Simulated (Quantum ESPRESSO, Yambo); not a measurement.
## Diamond (Fd-3m, 2 atoms a cell): G0W0 in Yambo against the screening cutoff

Wanted: the cheapest screening cutoff that holds the gap of Diamond (Fd-3m, 2 atoms a cell).

Program: Yambo 5.3.0. Level of theory: PBE and many-body steps on it, plane waves. Results are calculated unless marked as measured.

This is a report of a sequence of runs, with most program output left out.

## Step 1: Starting point

Symmetry: Fd-3m, No. 227, cubic system. Conventional cell: a = 3.567 Å, b = 3.567 Å, c = 3.567 Å, α = 90.00°, β = 90.00°, γ = 90.00°. Nearest to C lie 4 C at 1.54 Å.

Structure file:

```cif
data_structure
_symmetry_space_group_name_H-M 'Fd-3m:1'
_symmetry_Int_Tables_number 227
_cell_length_a 3.5667
_cell_length_b 3.5667
_cell_length_c 3.5667
_cell_angle_alpha 90.000
_cell_angle_beta 90.000
_cell_angle_gamma 90.000
_cell_volume 45.37
loop_
_atom_site_label
_atom_site_type_symbol
_atom_site_symmetry_multiplicity
_atom_site_Wyckoff_symbol
_atom_site_fract_x
_atom_site_fract_y
_atom_site_fract_z
_atom_site_occupancy
C1 C 8 b 0.00000 0.00000 0.50000 1
```

The cell and positions come from the Crystallography Open Database and are kept as given unless a step says otherwise.

## Step 2: 3.25 Ha

This step: Yambo 5.3.0; G0W0 on PBE, plane waves, norm-conserving pseudopotentials.

G0W0 replaces the xc potential by the self-energy, built once from these orbitals. Only a window of levels is corrected, while the sums run over the empty bands that the input names.

The input, gw7.in:

```
HF_and_locXC
gw0
dyson
ppa
em1d
rim_cut
RandQpts= 1000000
RandGvec= 1 RL
EXXRLvcs= 74 Ry
VXCRLvcs= 296 Ry
Chimod= "HARTREE"
% BndsRnXp
 1 | 37 |
%
NGsBlkXp= 6.5 Ry
% LongDrXp
 1 | 1 | 1 |
%
% GbndRnge
 1 | 37 |
%
DysSolver= "n"
ExtendOut
PPAPntXp= 27.21138 eV
% QPkrange
 1 | 1 | 3 | 6 |
 10 | 10 | 3 | 6 |
%
```

On the command line:

```console
OMP_NUM_THREADS=1 mpirun -n 4 yambo -F gw7.in -J gw7 -C gw7 > gw7.log
```

Wall time 8.4 s (4 MPI ranks of Arm Neoverse V1, shared host); peak memory 1 GiB; 29 s of CPU time.

This step gave:

```
G0W0 gap on the points computed              : 5.237 eV
starting gap on the mesh                     : 4.207 eV
k of the valence top                         : 0, 0, 0
k of the conduction bottom                   : 0, 0.3333, 0.3333
least direct G0W0 gap on the computed points : 7.154 eV
Z at the valence top                         : 0.8345
Z at the conduction bottom                   : 0.8432
```

The gap on the mesh goes from 4.21 eV to 5.24 eV, a correction of +1.03 eV.

## Step 3: 5.25 Ha

gw8.in, as its differences from gw7.in of step 2:

```diff
@@ -14,3 +14,3 @@
 %
-NGsBlkXp= 6.5 Ry
+NGsBlkXp= 10.5 Ry
 % LongDrXp
```

On the command line:

```console
OMP_NUM_THREADS=1 mpirun -n 4 yambo -F gw8.in -J gw8 -C gw8 > gw8.log
```

It took 11 s on 4 MPI ranks; peak memory 1 GiB.

Numbers from this step:

| Quantity | Value |
| --- | --- |
| G0W0 gap on the points computed | 5.456 eV |
| starting gap on the mesh | 4.207 eV |
| k of the valence top | 0, 0, 0 |
| k of the conduction bottom | 0, 0.3333, 0.3333 |
| least direct G0W0 gap on the computed points | 7.351 eV |
| Z at the valence top | 0.8322 |
| Z at the conduction bottom | 0.8412 |

Against the run before, the gap moves by +0.219 eV.

## Step 4: 10.5 Ha

gw9.in, as its differences from gw8.in of step 3:

```diff
@@ -14,3 +14,3 @@
 %
-NGsBlkXp= 10.5 Ry
+NGsBlkXp= 21 Ry
 % LongDrXp
```

On the command line:

```console
OMP_NUM_THREADS=1 mpirun -n 4 yambo -F gw9.in -J gw9 -C gw9 > gw9.log
```

Run time: 31 s. Hardware: 4 MPI ranks; peak memory 1.1 GiB.

Numbers from this step:

```
G0W0 gap on the points computed              : 5.504 eV
starting gap on the mesh                     : 4.207 eV
k of the valence top                         : 0, 0, 0
k of the conduction bottom                   : 0, 0.3333, 0.3333
least direct G0W0 gap on the computed points : 7.408 eV
```

Against the run before, the gap moves by +0.048 eV.

## Step 5: 13 Ha

gw10.in, as its differences from gw9.in of step 4:

```diff
@@ -14,3 +14,3 @@
 %
-NGsBlkXp= 21 Ry
+NGsBlkXp= 26 Ry
 % LongDrXp
```

On the command line:

```console
OMP_NUM_THREADS=1 mpirun -n 4 yambo -F gw10.in -J gw10 -C gw10 > gw10.log
```

Run time: 34 s. Hardware: 4 MPI ranks; peak memory 1 GiB; 2.2 min of CPU time.

This step gave:

| Property | Result |
| --- | --- |
| G0W0 gap on the points computed | 5.505 eV |
| starting gap on the mesh | 4.207 eV |
| k of the valence top | 0, 0, 0 |
| k of the conduction bottom | 0, 0.3333, 0.3333 |
| least direct G0W0 gap on the computed points | 7.408 eV |

Against the run before, the gap moves by +0.001 eV.

## Step 6: 16.25 Ha

gw11.in, as its differences from gw10.in of step 5:

```diff
@@ -14,3 +14,3 @@
 %
-NGsBlkXp= 26 Ry
+NGsBlkXp= 32.5 Ry
 % LongDrXp
```

On the command line:

```console
OMP_NUM_THREADS=1 mpirun -n 4 yambo -F gw11.in -J gw11 -C gw11 > gw11.log
```

The job ended after 75 s (4 MPI ranks; peak memory 1.1 GiB; 4.9 min of CPU time).

This step gave:

| Property | Result |
| --- | --- |
| G0W0 gap on the points computed | 5.510 eV |
| starting gap on the mesh | 4.207 eV |
| k of the valence top | 0, 0, 0 |
| k of the conduction bottom | 0, 0.3333, 0.3333 |
| least direct G0W0 gap on the computed points | 7.412 eV |

Against the run before, the gap moves by +0.006 eV.

## Step 7: Side by side

Times are wall times on 4 MPI ranks of Arm Neoverse V1, shared host, good to a factor of about two.

```csv
run,mesh,bands,screening cutoff (eV),DFT gap (eV),gap on the mesh (eV),direct (eV),time
3.25 Ha,6×6×6,37,88.4,4.207,5.237,7.154,8.4 s
5.25 Ha,6×6×6,37,142.9,4.207,5.456,7.351,11 s
10.5 Ha,6×6×6,37,285.7,4.207,5.504,7.408,31 s
13 Ha,6×6×6,37,353.7,4.207,5.505,7.408,34 s
16.25 Ha,6×6×6,37,442.2,4.207,5.510,7.412,75 s
```

## Step 8: Outcome

```yaml
3p25_ha: 5.237 eV
5p25_ha: 5.456 eV
10p5_ha: 5.504 eV
13_ha: 5.505 eV
16p25_ha: 5.510 eV
known_limits: not at the basis limit; coarse k mesh
```

**Reading.** The setting moved: screening cutoff. From 3.25 Ha to 16.25 Ha the gap moves by +0.27 eV, for 8.9 times the time. It holds to 0.03 eV from 10.5 Ha on. Bands and screening cutoff are coupled, so a series along one setting does not show full convergence. Bands and cutoff are finite, so the gap is not at the basis limit. The miss can reach some tenths of an eV and take either sign; the mesh is an error of its own. In the G0W0 runs levels were corrected at 2 k points alone, so a gap called «on the mesh» is the least over those, and an edge elsewhere would be missed. The 6×6×6 mesh is coarse for this cell, which bears on the long-range parts of exchange and screening.

[Paths, hosts, dates, memory and timing lines, banners, echoed tables and standing remarks are left out of the program output.]

[Logs are printed without paths, hosts, clocks, repeated set-up lines and the standing remarks that a program may print on its own settings, such as how far it seeks lower states.]

[Runs of the session that timed out or met a known fault of the program may be left out.]

[Hosts, paths, dates, database ids (printed as entryN), source tags and the programs' standing remarks are cut or masked in the printed files.]
